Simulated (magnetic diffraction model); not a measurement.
# Li₂Co₃P₄S₁₄: the ordered moment from one line

Space group P-1 (no. 2), a = 6.6250 Å, b = 8.3900 Å, c = 8.9540 Å, α = 73.62°, β = 83.04°, γ = 68.88°.

```
site  atom       x       y       z
  1a    Co       0       0       0
  2i    Co  0.1940  0.5126  0.3150
  2i     S  0.9550  0.3517  0.4488
  2i     S  0.0262  0.9452  0.7169
  2i     S  0.3240  0.2746  0.1503
  2i     S  0.3739  0.7748  0.1320
  2i     S  0.4561  0.7333  0.5552
  2i     S  0.1589  0.2291  0.8575
  2i     S  0.2618  0.5541  0.8666
  2i     P  0.3526  0.3103  0.9310
  2i     P  0.1967  0.7297  0.6556
  2i    Li  0.3566  0.9722  0.3141
```

The compound is invented for this exercise: a known structure type with other elements, its cell scaled to their sizes and not relaxed.

Only Co is taken to order (form factors of Co2+); orders and moment sizes are assumed, and not adapted to the symmetry. Radiation: neutrons of λ = 1.909 Å, 8° to 30°; isotropic B of 0.59 Å² (Co), 0.62 Å² (S), 0.8 Å² (P) and 0.83 Å² (Li). Simulated constant-wavelength pattern: nuclear and magnetic terms add, the magnetic one as |2.695 fm × Σ f S⊥ exp(2πi Q·r) exp(−B s²)|², summed over all Q at one angle with the factor 1/(sin²θ cos θ). For collinear order S is the moment m, which repeats by lattice and centring translations R with the sign exp(−2πi k·R). Free-ion form factors, Sears's scattering lengths of 1992, no absorption; a label names one of the reflections at its angle. The strongest nuclear line in the range is 100, and lines under 0.2 are left out.

In a first state the assumed order is k = (1/2 1/2 1/2), collinear moments along [001], 2.53 μB on Co; signs + at (0, 0, 0), + at (0.1940, 0.5126, 0.3150), + at (0.8060, 0.4874, 0.6850), with this pattern:

```csv
2θ (°),index,nuclear,magnetic
10.07,(1/2 1/2 1/2),0.0,25.9
12.41,(1/2 1/2 -1/2),0.0,89.8
12.76,(0 0 1),37.8,0.0
13.96,(-1/2 1/2 1/2),0.0,71.2
14.50,(0 1 0),92.5,0.0
15.42,(1/2 -1/2 1/2),0.0,13.8
16.69,(0 1 1),6.7,0.0
17.77,(1 0 0),8.8,0.0
18.72,(1 1 0),22.4,0.0
19.41,(1/2 1/2 3/2),0.0,4.1
19.70,(1/2 3/2 1/2),0.0,9.4
20.22,(1 1 1),38.8,0.0
21.71,(1 0 1),1.1,0.0
21.72,(0 1 -1),20.4,0.0
21.94,(-1/2 1/2 3/2),0.0,7.0
22.17,(1 0 -1),100.0,0.0
```
(The table stops after 16 lines; 20 more lie at higher angle.)

**Question.** Nearer the ordering temperature the line at 12.41° has total intensity 43.9 on the same scale, and all moments have shrunk alike. How large is the Co moment?

The nuclear part, 0.0, stays, so the magnetic part is 43.9 against 89.8. It goes as m², so m = 2.53 × √(43.9/89.8) = 1.77 μB; the value used was 1.77 μB.

[Logs are printed without paths, hosts, clocks, repeated set-up lines and the standing remarks that a program may print on its own settings, such as how far it seeks lower states.]
